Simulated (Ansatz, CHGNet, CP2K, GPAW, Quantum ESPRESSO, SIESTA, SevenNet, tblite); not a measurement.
# Which run comes nearest? Glassy 76SiO2-24MgO (mol %) (94 atoms)

Density of this cell: 2.49 g/cm³. The cell holds 94 atoms: 26 Si, 8 Mg and 60 O. Its edges and angles: a = 10.793 Å, b = 10.793 Å, c = 10.793 Å, α = 90.0°, β = 90.0°, γ = 90.0°. 94 atoms (26 Si, 8 Mg, 60 O) placed at random at 2.34 g/cm³, melted at 4000 K for 10 ps at fixed volume with the Morse and Coulomb pair potential with partial charges (Pedone, Malavasi, Menziani, Cormack and Segre, J. Phys. Chem. B 110, 11780 (2006)). Quenched from 4000 K to 300 K at 50 K/ps and fixed volume, held 10 ps at zero pressure. Then every atom was moved at random, 0.05 Å r.m.s. a Cartesian component.

Geometry: as built.

The reference, a calculation:

| Item | Value |
| --- | --- |
| method | Kohn-Sham DFT, PBE, PAW, plane waves (Ansatz 0.2.0); cutoff 420 eV, Γ point, fermi-dirac smearing of 0.05 eV; PAW set soft_2 |
| r.m.s. force component | 2.761 eV/Å |
| longest force | 15.49 eV/Å |
| pressure | 5.547 GPa |
| gap (highest filled to lowest empty level) | 1.886 eV |
| SCF cycles | 9 |
| time | 11 s on 8 threads of Arm Neoverse V1, shared host |
| CPU time | 81 s |

**Question.** The same geometry is run in other programs. How far does each lie from the reference, and what does it cost?
- SIESTA PBE, DZ, shift 0.01 Ry, mesh 500 Ry (SIESTA 5.4.2; 2 MPI ranks)
- CP2K GFN1-xTB, OT DIIS (CP2K 2026.2; 1 thread)
- QE PBE, sssp-1.3.0-efficiency, 60/480 Ry (Quantum ESPRESSO 7.5; 4 MPI ranks)
- tblite GFN1-xTB (tblite 0.8.0; 1 thread)
- CHGNet r2SCAN potential (CHGNet r2SCAN; 1 thread)
- SIESTA PBE, SZ, shift 0.02 Ry, mesh 500 Ry (SIESTA 5.4.2; 1 thread)
- CP2K PBE, DZVP-MOLOPT-SR, 1200/60 Ry, TRS4 filter 1e-04, SCF 1e-05 (CP2K 2026.2; 4 MPI ranks)
- CP2K PBE, DZVP-MOLOPT-SR, 1200/60 Ry, OT DIIS (CP2K 2026.2; 4 MPI ranks)
- CP2K PBE, SZV-MOLOPT-SR, 1200/60 Ry, OT DIIS (CP2K 2026.2; 2 threads)
- CP2K PBE, DZVP-MOLOPT-SR, 1200/60 Ry, TRS4 filter 1e-07, SCF 1e-07 (CP2K 2026.2; 4 MPI ranks)

Differences are against the plane-wave reference, forces as r.m.s. over components; share is that over the reference's r.m.s. force, slope the least-squares factor from reference forces to these. Total energies of different programs have different zeros and aren't compared.

| run | Δ force, r.m.s. (meV/Å) | share (%) | slope | Δ pressure (GPa) | Δ gap (eV) | cores | CPU time | memory (GiB) |
| --- | --- | --- | --- | --- | --- | --- | --- | --- |
| reference | - | - | - | - | - | 8 | 81 s | 1.6 |
| SIESTA PBE, DZ, shift 0.01 Ry, mesh 500 Ry (coarse) | 1008 | 36.5 | 1.203 | 13.1 | -0.863 | 2 | 2.5 min | 1.4 |
| CP2K GFN1-xTB, OT DIIS | 718 | 26.0 | 0.932 | -2.76 | - | 1 | 6.7 s | 0.43 |
| QE PBE, sssp-1.3.0-efficiency, 60/480 Ry | 63.8 | 2.31 | 1.020 | 0.245 | -0.0135 | 4 | 13 min | 4.2 |
| tblite GFN1-xTB | 628 | 22.8 | 0.908 | 4.60 | - | 1 | 5.4 s | 0.13 |
| CHGNet r2SCAN potential | 305 | 11.0 | 0.939 | -4.27 | - | 1 | 4.1 s | 1.2 |
| SIESTA PBE, SZ, shift 0.02 Ry, mesh 500 Ry (coarse) | 1067 | 38.7 | 1.255 | 9.81 | - | 1 | 2.6 min | 0.82 |
| CP2K PBE, DZVP-MOLOPT-SR, 1200/60 Ry, TRS4 filter 1e-04, SCF 1e-05 (coarse) | 279 | 10.1 | 1.008 | 0.655 | - | 4 | 3.9 min | 5.9 |
| CP2K PBE, DZVP-MOLOPT-SR, 1200/60 Ry, OT DIIS | 195 | 7.06 | 0.998 | 0.405 | -0.230 | 4 | 15 min | 5.9 |
| CP2K PBE, SZV-MOLOPT-SR, 1200/60 Ry, OT DIIS (coarse) | 1138 | 41.2 | 1.236 | 21.4 | -1.59 | 2 | 11 min | 4.0 |
| CP2K PBE, DZVP-MOLOPT-SR, 1200/60 Ry, TRS4 filter 1e-07, SCF 1e-07 | 191 | 6.91 | 0.997 | 0.390 | - | 4 | 6.2 min | 6.0 |

Rows marked coarse were listed beforehand as settings not expected to be converged; some can still land near the reference.

Times of the machine-learned potentials are mostly Python's start and the loading of weights.

CPU time is summed over cores on a shared host, where runs went side by side, so it is rough. Symmetry, cutoffs, thresholds, outputs and thread counts weren't matched or tuned between programs; memory under MPI is the largest rank's times the ranks.

PBE on plane waves or a grid with other potentials, cutoffs or grids, coarse settings apart, differs from the reference by 2.3 % (QE PBE, sssp-1.3.0-efficiency, 60/480 Ry) of the r.m.s. force; this holds the reference's own error, so differences of a few per cent don't tell which side is nearer the exact PBE result (QE's 60 Ry are 816 eV, against the reference's 420 eV). The PBE runs in local orbitals, coarse settings apart, differ by 6.9 % (CP2K PBE, DZVP-MOLOPT-SR, 1200/60 Ry, TRS4 filter 1e-07, SCF 1e-07) to 7.1 % (CP2K PBE, DZVP-MOLOPT-SR, 1200/60 Ry, OT DIIS); basis, grid and potentials can all enter. Tight binding differs by 23 % (tblite GFN1-xTB) to 26 % (CP2K GFN1-xTB, OT DIIS); it is another model, with fitted parameters of its own, and the xTB methods hold dispersion. Machine-learned potentials differ by 11 % (CHGNet r2SCAN potential); they were trained on other programs' data, some at another functional. Periodic xTB results under one method name differ between programs and library versions. Forces of 2.8 eV/Å r.m.s. are well above thermal ones: they come largely from the bond lengths of the classical model and from the random displacements, and they dominate the comparison. Machine-learned potentials mimic data converged in k, so the reference's own k-point error enters their differences. The network of bonds at the start is that of the classical potential that made the cell, and needn't be the one that DFT or experiment would give. The electronic-structure runs sample only Γ, in a cell whose shortest periodic width is 11 Å.

[Hosts, paths, dates, database ids (printed as entryN), source tags and the programs' standing remarks are cut or masked in the printed files.]
